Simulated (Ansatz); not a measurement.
# Ca on Nb(110): change of the work function, part 3 of 6

Wanted: Δφ(θ) for Ca/Nb(110), starting from the hollow site.

Ansatz 0.2.0; plane-wave DFT, PBEsol, Ansatz PAW (the session's first sound run).

So far, work function, upper face (eV): step 2 (the clean slab) 4.56; step 3 (17 atoms, coverage 0.25 ML, cell 2x2) 2.11.

**4. The covered slab, coverage 0.5 ML**

System of this step: Ca/Nb(110). The cell holds 18 atoms: 16 Nb and 2 Ca. Its edges and angles: a = 5.716 Å, b = 5.716 Å, c = 28.019 Å, α = 90.0°, β = 90.0°, γ = 70.5°. Vacuum lies along c.

Another coverage, to see how the dipoles act on each other as their distance changes.

The input, input.yaml:

```yaml
crystal:
  lattice:
    - [4.6669047558, -3.3, 0.0]
    - [4.6669047558, 3.3, 0.0]
    - [0.0, 0.0, 28.0186516586]
  atoms:
    - { symbol: Nb, position: [0.0, 0.0, 0.3212146005] }
    - { symbol: Nb, position: [0.25, 0.25, 0.4044967087] }
    - { symbol: Nb, position: [0.0, 0.0, 0.4867896046] }
    - { symbol: Nb, position: [0.25, 0.25, 0.5646475465] }
    - { symbol: Nb, position: [0.0, 0.5, 0.3212146005] }
    - { symbol: Nb, position: [0.25, 0.75, 0.4044967087] }
    - { symbol: Nb, position: [0.0, 0.5, 0.4867896046] }
    - { symbol: Nb, position: [0.25, 0.75, 0.5646475465] }
    - { symbol: Nb, position: [0.5, 0.0, 0.3212146005] }
    - { symbol: Nb, position: [0.75, 0.25, 0.4044967087] }
    - { symbol: Nb, position: [0.5, 0.0, 0.4867896046] }
    - { symbol: Nb, position: [0.75, 0.25, 0.5646475465] }
    - { symbol: Nb, position: [0.5, 0.5, 0.3212146005] }
    - { symbol: Nb, position: [0.75, 0.75, 0.4044967087] }
    - { symbol: Nb, position: [0.5, 0.5, 0.4867896046] }
    - { symbol: Nb, position: [0.75, 0.75, 0.5646475465] }
    - { symbol: Ca, position: [0.42, 0.42, 0.6787853995] }
    - { symbol: Ca, position: [0.92, 0.92, 0.6787853995] }
kpoints:
  mp_grid: { grid: [6, 6, 1] }
hamiltonian:
  xc: pbesol
scf:
  occupations: { method: fermi_dirac, width: 0.1 }
  convergence: { dr2_threshold: 1.0e-08 }
efield:
  axis: 3
  dipole_correction: true
  ramp_position: 0.97
  ramp_width: 0.06
relax:
  f_tol: 0.02
  max_steps: 60
  constraints: [{ sites: [0, 1, 4, 5, 8, 9, 12, 13] }]
output:
  bader: true
  dos: { projected: true, e_range: [-8, 4] }
  write_potential: true
  write_density: true
  volumetric_format: npy
```

The run is started by

```console
ansatz run input.yaml --threads 4 --pin off --max-ram 6144MiB --backend cpu --events-out ev --progress --plain --runs-dir out
```

Log:

```text
[...]
Crystal: 18 atoms, lattice volume = 863.018 Å³
Basis set: ecut = 420 eV, 16853 PW (Γ), exchange–correlation on 80×80×384 points (8 copies of the dense FFT grid, shifted against one another)
Bands: 137, of which v1, the nominal top of the filled ones, is band 114 counted from 1 (113 counted from 0)
Symmetry: 4 space group operations
[...]
k-points: 13 of 36 (time reversal used)
[...]
SCF iter   1: F=—  HF=-75506.863358 eV  |F-HF|=—  |Δ(HF+E_count)|=         —  Δρ=9.52e-3  dr2=1.60e1  ethr=1.77e-3  p=0.360 e·Å  D=7.56e-2 V/Å  ΔV_dip=-2.12 eV  dr2_dipole=2.80e-1  V_vac-E_F(+/−)=2.93/5.05 eV  ⟨swp⟩=16.3  Hψ=11151  notcnv=0
[...]
SCF iter  10: F=-75506.358827 eV  HF=-75506.358827 eV  |F-HF|=2.04e-9  |Δ(HF+E_count)|=   1.08e-8  Δρ=3.28e-7  dr2=2.34e-9  ethr=4.39e-12  p=0.239 e·Å  D=5.02e-2 V/Å  ΔV_dip=-1.41 eV  dr2_dipole=1.24e-11  V_vac-E_F(+/−)=3.23/4.64 eV  ⟨swp⟩=9.5  Hψ=12853  notcnv=0
SCF 1 converged in 10 iterations: F = -75506.358827 eV  dr2 = 2.34e-9
[...]
relax step   1: F+E_penalty+E_count = -75506.35882666 eV  Δ(F+E_penalty+E_count) = +0.000e0 eV  max|allowed force component| = 6.965e-1 eV/Å  Δτ_max = 0.0000 Å  (10 SCF iters, accepted)
[...]
SCF iter  10: F=-75506.636379 eV  HF=-75506.636379 eV  |F-HF|=2.40e-9  |Δ(HF+E_count)|=   6.24e-8  Δρ=6.13e-7  dr2=7.75e-9  ethr=1.00e-12  p=0.244 e·Å  D=5.12e-2 V/Å  ΔV_dip=-1.44 eV  dr2_dipole=2.50e-10  V_vac-E_F(+/−)=3.20/4.63 eV  ⟨swp⟩=12.8  Hψ=12876  notcnv=0
SCF 2 converged in 10 iterations: F = -75506.636379 eV  dr2 = 7.75e-9
relax step   2: F+E_penalty+E_count = -75506.63637914 eV  Δ(F+E_penalty+E_count) = -2.776e-1 eV  max|allowed force component| = 4.704e-1 eV/Å  Δτ_max = 0.1915 Å  (10 SCF iters, accepted)
[...]
SCF iter  10: F=-75506.769406 eV  HF=-75506.769406 eV  |F-HF|=4.92e-9  |Δ(HF+E_count)|=   3.60e-8  Δρ=6.15e-7  dr2=8.72e-9  ethr=4.39e-12  p=0.264 e·Å  D=5.53e-2 V/Å  ΔV_dip=-1.55 eV  dr2_dipole=2.32e-10  V_vac-E_F(+/−)=3.08/4.63 eV  ⟨swp⟩=11.8  Hψ=13210  notcnv=0
SCF 3 converged in 10 iterations: F = -75506.769406 eV  dr2 = 8.72e-9
relax step   3: F+E_penalty+E_count = -75506.76940598 eV  Δ(F+E_penalty+E_count) = -1.330e-1 eV  max|allowed force component| = 1.569e-1 eV/Å  Δτ_max = 0.1949 Å  (10 SCF iters, accepted)
[...]
relax step   4: F+E_penalty+E_count = -75506.80654320 eV  Δ(F+E_penalty+E_count) = -3.714e-2 eV  max|allowed force component| = 2.359e-1 eV/Å  Δτ_max = 0.1917 Å  (10 SCF iters, accepted)
[...]
relax step   5: F+E_penalty+E_count = -75506.85823670 eV  Δ(F+E_penalty+E_count) = -5.169e-2 eV  max|allowed force component| = 1.575e-1 eV/Å  Δτ_max = 0.2000 Å  (10 SCF iters, accepted)
[...]
relax step   6: F+E_penalty+E_count = -75506.88918033 eV  Δ(F+E_penalty+E_count) = -3.094e-2 eV  max|allowed force component| = 7.326e-2 eV/Å  Δτ_max = 0.1935 Å  (10 SCF iters, accepted)
[...]
relax step   7: F+E_penalty+E_count = -75506.89446051 eV  Δ(F+E_penalty+E_count) = -5.280e-3 eV  max|allowed force component| = 9.281e-3 eV/Å  Δτ_max = 0.0862 Å  (9 SCF iters, accepted)
SCF iter   1: F=—  HF=-75506.895131 eV  |F-HF|=—  |Δ(HF+E_count)|=         —  Δρ=5.08e-4  dr2=5.85e-3  ethr=1.96e-5  p=0.283 e·Å  D=5.93e-2 V/Å  ΔV_dip=-1.66 eV  dr2_dipole=7.64e-4  V_vac-E_F(+/−)=2.97/4.63 eV  ⟨swp⟩=4.7  Hψ=4006  notcnv=0
[...]
SCF iter   9: F=-75506.894673 eV  HF=-75506.894673 eV  |F-HF|=6.11e-10  |Δ(HF+E_count)|=  9.60e-10  Δρ=1.98e-7  dr2=5.52e-10  ethr=4.39e-12  p=0.284 e·Å  D=5.95e-2 V/Å  ΔV_dip=-1.67 eV  dr2_dipole=2.23e-11  V_vac-E_F(+/−)=2.96/4.63 eV  ⟨swp⟩=10.3  Hψ=11615  notcnv=0
SCF 8 converged in 9 iterations: F = -75506.894673 eV  dr2 = 5.52e-10
relax step   8: F+E_penalty+E_count = -75506.89467335 eV  Δ(F+E_penalty+E_count) = -2.128e-4 eV  max|allowed force component| = 9.545e-3 eV/Å  Δτ_max = 0.0343 Å  (9 SCF iters, accepted)
[...]
SCF converged after 9 iterations
Free energy (F): -75506.894673 eV
[...]
Internal energy: -75506.145800 eV  (E = F + TS)
E sigma→0 (E₀):  -75506.520237 eV
Entropy (-TS):   -0.748873 eV (-41.604 meV/atom)
Fermi energy:    4.362142 eV
Dipole field:    D = 0.059493 V/Å  (p = 0.283744 e·Å, saw-weighted, corrected)
Work function:   Φ+ = 2.9601 eV   Φ− = 4.6271 eV
[...]
--- Forces (eV/Å), atoms counted from 1 ---
  atom   1  Nb    -0.00015428    -0.00000000     0.58143648
  atom   2  Nb     0.00328184     0.00000000    -0.64776970
  atom   3  Nb    -0.00871566     0.00000000     0.00032592
  atom   4  Nb     0.00954451    -0.00000000    -0.00798113
  atom   5  Nb    -0.00005755     0.00000000     0.63621968
  atom   6  Nb     0.00251863     0.00000000    -0.57293067
  atom   7  Nb    -0.00201266    -0.00000000     0.00302250
  atom   8  Nb    -0.00171808     0.00000000     0.00131231
  atom   9  Nb    -0.00005755     0.00000000     0.63621968
  atom  10  Nb     0.00251863     0.00000000    -0.57293067
  atom  11  Nb    -0.00201266    -0.00000000     0.00302250
  atom  12  Nb    -0.00171808     0.00000000     0.00131231
  atom  13  Nb    -0.00015428    -0.00000000     0.58143648
  atom  14  Nb     0.00328184     0.00000000    -0.64776970
  atom  15  Nb    -0.00871566     0.00000000     0.00032592
  atom  16  Nb     0.00954451    -0.00000000    -0.00798113
  atom  17  Ca    -0.00268587     0.00000000     0.00636180
  atom  18  Ca    -0.00268587     0.00000000     0.00636180
  max |Σ_I F_I| component: 5.61e-6 eV/Å
--- Band table (eV; the first three rows and the last of 13) ---
  k-point 0: bands = [... 110 lower, 4.4040, 4.4997, 4.6233, 4.8085, 4.8538, 5.0034, 5.1689, 5.3466, ... 19 higher]
  k-point 1: bands = [... 110 lower, 4.3183, 4.4390, 4.6522, 4.7556, 4.8223, 4.9088, 4.9402, 5.0857, ... 19 higher]
  k-point 2: bands = [... 110 lower, 4.0596, 4.1778, 4.1912, 4.3310, 4.4020, 4.5995, 4.6170, 4.6643, ... 19 higher]
  k-point 12: bands = [... 110 lower, 4.0033, 4.2799, 4.4484, 4.4604, 4.5117, 4.5166, 4.5193, 4.5742, ... 19 higher]
--- Relaxed structure (8 steps of the walk, 8 accepted, 0 SCFs on fresh bases) ---
  F+E_penalty+E_count = -75506.89467335 eV   max|allowed force component| = 9.545e-3 eV/Å
  atoms:
    - { symbol: Nb, position: [0.0, 0.0, 0.321215] }
    - { symbol: Nb, position: [0.250000, 0.250000, 0.4044967087] }
    - { symbol: Nb, position: [0.000176729, 0.000176729, 0.485932] }
    - { symbol: Nb, position: [0.249881, 0.249881, 0.568065] }
    - { symbol: Nb, position: [-2.775558e-17, 0.5, 0.321215] }
    - { symbol: Nb, position: [0.250000, 0.750000, 0.4044967087] }
    - { symbol: Nb, position: [0.000107448, 0.500107, 0.486774] }
    - { symbol: Nb, position: [0.250121, 0.750121, 0.562944] }
    - { symbol: Nb, position: [0.5, -2.775558e-17, 0.321215] }
    - { symbol: Nb, position: [0.750000, 0.250000, 0.4044967087] }
    - { symbol: Nb, position: [0.500107, 0.000107448, 0.486774] }
    - { symbol: Nb, position: [0.750121, 0.250121, 0.562944] }
    - { symbol: Nb, position: [0.500000, 0.500000, 0.321215] }
    - { symbol: Nb, position: [0.750000, 0.750000, 0.4044967087] }
    - { symbol: Nb, position: [0.500177, 0.500177, 0.485932] }
    - { symbol: Nb, position: [0.749881, 0.749881, 0.568065] }
    - { symbol: Ca, position: [0.500659, 0.500659, 0.659263] }
    - { symbol: Ca, position: [1.000659, 1.000659, 0.659263] }
--- Bader charges: 18 sites ---
  site symbol  charge [e]  shift [e]
     0     Nb     -0.0840     0.0000
     1     Nb      0.0842     0.0000
     2     Nb      0.0330     0.0000
     3     Nb     -0.2779     0.0000
     4     Nb     -0.0804     0.0000
     5     Nb      0.0930     0.0000
     6     Nb      0.0633     0.0000
     7     Nb     -0.4944     0.0000
     8     Nb     -0.0804     0.0000
     9     Nb      0.0931     0.0000
    10     Nb      0.0633     0.0000
    11     Nb     -0.4944     0.0000
    12     Nb     -0.0840     0.0000
    13     Nb      0.0842     0.0000
    14     Nb      0.0331     0.0000
    15     Nb     -0.2780     0.0000
    16     Ca      0.6631     0.0000
    17     Ca      0.6631     0.0000
  estimated error of the sums over rays = 7.7e-4 e
```

Elapsed: 4.4 min, on 4 threads of Intel Xeon Platinum 8375C at 2.90GHz (Ice Lake), shared host; peak memory 3.4 GiB; 17 min of CPU time.

Step by step:

| step | energy less that of the first step (eV) | largest force component (eV/Å) |
| --- | --- | --- |
| 1 | 0.0000 | 0.6965 |
| 2 | -0.2776 | 0.4704 |
| 3 | -0.4106 | 0.1569 |
| 4 | -0.4477 | 0.2359 |
| 5 | -0.4994 | 0.1575 |
| 6 | -0.5304 | 0.0733 |
| 7 | -0.5356 | 0.0093 |
| 8 | -0.5358 | 0.0095 |

Forces are held to the 4 operations that the program found; a distortion that breaks them can't arise in this run.

The atoms that moved most (Å):

| atom | dx | dy | dz | length |
| --- | --- | --- | --- | --- |
| Ca17 | 0.753 | 0.000 | -0.547 | 0.931 |
| Ca18 | 0.753 | 0.000 | -0.547 | 0.931 |
| Nb16 | -0.001 | 0.000 | 0.096 | 0.096 |
| Nb4 | -0.001 | 0.000 | 0.096 | 0.096 |
| Nb12 | 0.001 | 0.000 | -0.048 | 0.048 |
| Nb8 | 0.001 | 0.000 | -0.048 | 0.048 |
| Nb3 | 0.002 | 0.000 | -0.024 | 0.024 |
| Nb15 | 0.002 | 0.000 | -0.024 | 0.024 |

The relaxed structure:

```
Nb Ca
1.0
     4.66690   -3.30000    0.00000
     4.66690    3.30000    0.00000
     0.00000    0.00000   28.01865
Nb Ca
16 2
Direct
  0.00000 0.00000 0.32121
  0.25000 0.25000 0.40450
  0.00018 0.00018 0.48593
  0.24988 0.24988 0.56807
  0.00000 0.50000 0.32121
  0.25000 0.75000 0.40450
  0.00011 0.50011 0.48677
  0.25012 0.75012 0.56294
  0.50000 0.00000 0.32121
  0.75000 0.25000 0.40450
  0.50011 0.00011 0.48677
  0.75012 0.25012 0.56294
  0.50000 0.50000 0.32121
  0.75000 0.75000 0.40450
  0.50018 0.50018 0.48593
  0.74988 0.74988 0.56807
  0.50066 0.50066 0.65926
  0.00066 0.00066 0.65926
```

Read from the output:

| Quantity | Value |
| --- | --- |
| energy at zero smearing | -75506.5202 eV |
| work function, upper face | 2.960 eV |
| work function, lower face | 4.627 eV |
| dipole along the normal | 0.2837 e·Å |
| step between the vacuum levels | -1.667 eV |

Running mean over 2.333 Å of the planar mean; the ramp of the sawtooth is left out. Electron's electrostatic potential energy less the Fermi level against z:

z (Å), electron's electrostatic potential energy less the Fermi level (eV) and a bar from the least value:
```
        4        4.6 ##############################
        5        4.6 ##############################
        6        4.4 ##############################
        7        2.9 ###########################
        8       -5.8 ###########
        9      -11.0 ##
       10      -10.9 ##
       11      -10.8 ##
       12      -11.1 #
       13      -11.1 ##
       14      -11.4 #
       15      -12.0 
       16      -10.8 ##
       17       -6.1 ###########
       18       -3.3 ################
       19       -3.2 ################
       20        0.4 ######################
       21        2.4 ##########################
       22        2.9 ###########################
       23        2.9 ###########################
       24        3.0 ###########################
```

The density of states has structure finer than the step of the table below, so its rows give means over 0.2 eV. Peaks (eV: height): -1.65: 39.1, -1.35: 41.1, -1.26: 31.5, -0.51: 37.9, -0.33: 30.8, -0.18: 33.2, 0.27: 30.5.

Density of states against energy, zero at the Fermi level; means over each step:

| energy (eV) | density of states (states/eV a cell) |
| --- | --- |
| -5.8 | 0 |
| -5.6 | 0.324 |
| -5.4 | 0.984 |
| -5.2 | 0.922 |
| -5.0 | 1.03 |
| -4.8 | 1.06 |
| -4.6 | 1.90 |
| -4.4 | 2.34 |
| -4.2 | 2.76 |
| -4.0 | 3.48 |
| -3.8 | 3.04 |
| -3.6 | 8.40 |
| -3.4 | 19.2 |
| -3.2 | 15.7 |
| -3.0 | 15.6 |
| -2.8 | 23.6 |
| -2.6 | 23.0 |
| -2.4 | 24.9 |
| -2.2 | 19.1 |
| -2.0 | 15.5 |
| -1.8 | 16.2 |
| -1.6 | 28.8 |
| -1.4 | 28.7 |
| -1.2 | 26.0 |
| -1.0 | 19.5 |
| -0.8 | 18.2 |
| -0.6 | 29.6 |
| -0.4 | 30.6 |
| -0.2 | 28.7 |
| 0.0 | 20.9 |
| 0.2 | 21.6 |
| 0.4 | 20.8 |
| 0.6 | 17.4 |
| 0.8 | 16.4 |
| 1.0 | 18.9 |
| 1.2 | 16.3 |

Projected DOS per atom over height of the atomic layer and energy from the Fermi level. Layers: Nb4 Nb4 Nb4 Nb4 Ca2 from below.

Ten even steps from '_' (0.00 states/eV) to '@' (2.15 states/eV), each cell a mean:
```
==::::==..
==::--==..
**----**::
##++++%%..
@@******..
##++++**__
%%@@####__
::--++**::
**++==##::
++******__
::++**--__
::--==::__
__________
__________
__________
__________
__________
__________
__________
__________
__________
__________
```
Columns: height of the atomic layer (Å) from 9 to 18.5 (not evenly spaced); rows upwards: energy from the Fermi level (eV) from -7.96 to 1.25.

The relaxation took 8 steps and lowered the energy by 0.54 eV; the largest force on the free atoms ends at 0.0095 eV/Å.

The covered face has 2.96 eV, -1.60 eV against the clean one; the bare back face has moved by -0.01 eV, a measure of how thin the slab is.

**5. Work function against coverage**

This step: plane-wave DFT, PBEsol, Ansatz PAW; work function against coverage (Ansatz 0.2.0).

The runs are now put side by side.

This step gave:

```
work function of the clean face     : 4.559 eV
largest change of the work function : -2.453 eV
```

Table of work function of the covered face by coverage:

| coverage (adsorbates/nm²) | work function of the covered face (eV) |
| --- | --- |
| 0.00 | 4.56 |
| 3.25 | 2.11 |
| 6.49 | 2.96 |

The dipole per adsorbate comes from the change of the cell's dipole. Coverage, by row:

| coverage (1/nm²) | coverage (ML) | work function (eV) | change (eV) | dipole per adsorbate, positive end outwards (debye) | mean height of the added atoms over the highest substrate atom (Å) |
| --- | --- | --- | --- | --- | --- |
| 3.247 | 0.25 | 2.105 | -2.453 | 1.999 | 2.523 |
| 6.493 | 0.5 | 2.96 | -1.599 | 0.65 | 2.555 |

**6. The covered slab, atoms frozen**

This step: plane-wave DFT, PBEsol, Ansatz PAW (Ansatz 0.2.0).

System of this step: Ca/Nb(110). The cell holds 17 atoms: 16 Nb and 1 Ca. Cell: a = 5.716 Å, b = 5.716 Å, c = 28.019 Å, α = 90.0°, β = 90.0°, γ = 70.5°. Vacuum lies along c.

To see where the charge goes, the covered slab, the bare substrate and the adsorbate layer are each run at the same frozen positions and on the same grid.

The input, input.yaml:

```yaml
crystal:
  lattice:
    - [4.6669047558, -3.3, 0.0]
    - [4.6669047558, 3.3, 0.0]
    - [0.0, 0.0, 28.0186516586]
  atoms:
    - { symbol: Nb, position: [0.0, 0.0, 0.3212146005] }
    - { symbol: Nb, position: [0.25, 0.25, 0.4044967087] }
    - { symbol: Nb, position: [1.28435e-05, 1.28435e-05, 0.4859209625] }
    - { symbol: Nb, position: [0.2516527653, 0.2516527653, 0.5673039989] }
    - { symbol: Nb, position: [0.0, 0.5, 0.3212146005] }
    - { symbol: Nb, position: [0.25, 0.75, 0.4044967087] }
    - { symbol: Nb, position: [3.42559e-05, 0.4999925172, 0.4866875324] }
    - { symbol: Nb, position: [0.2490652552, 0.7509412472, 0.5641441215] }
    - { symbol: Nb, position: [0.5, 0.0, 0.3212146005] }
    - { symbol: Nb, position: [0.75, 0.25, 0.4044967087] }
    - { symbol: Nb, position: [0.4999925172, 3.42559e-05, 0.4866875324] }
    - { symbol: Nb, position: [0.7509412472, 0.2490652552, 0.5641441215] }
    - { symbol: Nb, position: [0.5, 0.5, 0.3212146005] }
    - { symbol: Nb, position: [0.75, 0.75, 0.4044967087] }
    - { symbol: Nb, position: [0.5000049477, 0.5000049477, 0.4862910912] }
    - { symbol: Nb, position: [0.7483663125, 0.7483663125, 0.5672984369] }
    - { symbol: Ca, position: [0.5002740837, 0.5002740837, 0.6573463951] }
kpoints:
  mp_grid: { grid: [6, 6, 1] }
hamiltonian:
  xc: pbesol
scf:
  occupations: { method: fermi_dirac, width: 0.1 }
  convergence: { dr2_threshold: 1.0e-08 }
efield:
  axis: 3
  dipole_correction: true
  ramp_position: 0.97
  ramp_width: 0.06
output:
  write_potential: true
  write_density: true
  volumetric_format: npy
```

Log:

```text
[...]
Crystal: 17 atoms, lattice volume = 863.018 Å³
Basis set: ecut = 420 eV, 16853 PW (Γ)
Bands: 131, of which v1, the nominal top of the filled ones, is band 109 counted from 1 (108 counted from 0)
Symmetry: 2 space group operations
[...]
k-points: 13 of 36 (time reversal used)
[...]
SCF iter   1: F=—  HF=-73713.366840 eV  |F-HF|=—  |Δ(HF+E_count)|=         —  Δρ=9.56e-3  dr2=1.56e1  ethr=1.77e-3  p=0.460 e·Å  D=9.64e-2 V/Å  ΔV_dip=-2.70 eV  dr2_dipole=8.89e-2  V_vac-E_F(+/−)=2.33/5.03 eV  ⟨swp⟩=12.5  Hψ=9148  notcnv=0
[...]
SCF iter   9: F=-73712.868914 eV  HF=-73712.868914 eV  |F-HF|=1.34e-9  |Δ(HF+E_count)|=   1.65e-8  Δρ=5.75e-7  dr2=7.21e-9  ethr=4.59e-12  p=0.430 e·Å  D=9.01e-2 V/Å  ΔV_dip=-2.52 eV  dr2_dipole=7.47e-10  V_vac-E_F(+/−)=2.11/4.63 eV  ⟨swp⟩=20.1  Hψ=5747  notcnv=0
SCF 1 converged in 9 iterations: F = -73712.868914 eV  dr2 = 7.21e-9
[...]
SCF converged after 9 iterations
Free energy (F): -73712.868914 eV
[...]
Internal energy: -73712.157814 eV  (E = F + TS)
E sigma→0 (E₀):  -73712.513364 eV
Entropy (-TS):   -0.711100 eV (-41.829 meV/atom)
Fermi energy:    4.206782 eV
Dipole field:    D = 0.090074 V/Å  (p = 0.429593 e·Å, saw-weighted, corrected)
Work function:   Φ+ = 2.1052 eV   Φ− = 4.6289 eV
[...]
--- Band table (eV; the first three rows and the last of 13) ---
  k-point 0: bands = [... 105 lower, 4.3037, 4.3376, 4.4060, 4.5549, 4.7027, 4.9354, 5.3468, 5.4391, ... 18 higher]
  k-point 1: bands = [... 105 lower, 4.1872, 4.2374, 4.3123, 4.5742, 4.7292, 4.8571, 4.9735, 5.0790, ... 18 higher]
  k-point 2: bands = [... 105 lower, 3.8371, 3.9285, 4.0307, 4.1002, 4.3295, 4.4200, 4.4920, 4.5266, ... 18 higher]
  k-point 12: bands = [... 105 lower, 3.9401, 4.0011, 4.1626, 4.2960, 4.3090, 4.3607, 4.3641, 4.3696, ... 18 higher]
```

Run time: 40 s. Hardware: 4 threads; peak memory 3.2 GiB; 2.6 min of CPU time.

Read from the output:

```
energy at zero smearing        : -73712.5134 eV
work function, upper face      : 2.105 eV
work function, lower face      : 4.629 eV
dipole along the normal        : 0.4296 e·Å
step between the vacuum levels : -2.524 eV
```

The work function of the upper face is 2.11 eV.

[end of part 3 of 6]

[Long decimals in the printed logs are rounded to 6 places.]

[Logs are printed without paths, hosts, clocks, repeated set-up lines and the standing remarks that a program may print on its own settings, such as how far it seeks lower states.]

[Hosts, paths, dates, database ids (printed as entryN), source tags and the programs' standing remarks are cut or masked in the printed files.]

[Maps of the electrostatic potential energy from Ansatz leave out the sawtooth potential of an applied field or a dipole correction, so their vacuum need not be flat; planar profiles and work functions include it.]

[The density of states shown here was stored with 400 of the rows of the run's finer table, so its peaks can read low, often by over a quarter, or be missed, and its means over a window can be off by a tenth or more.]
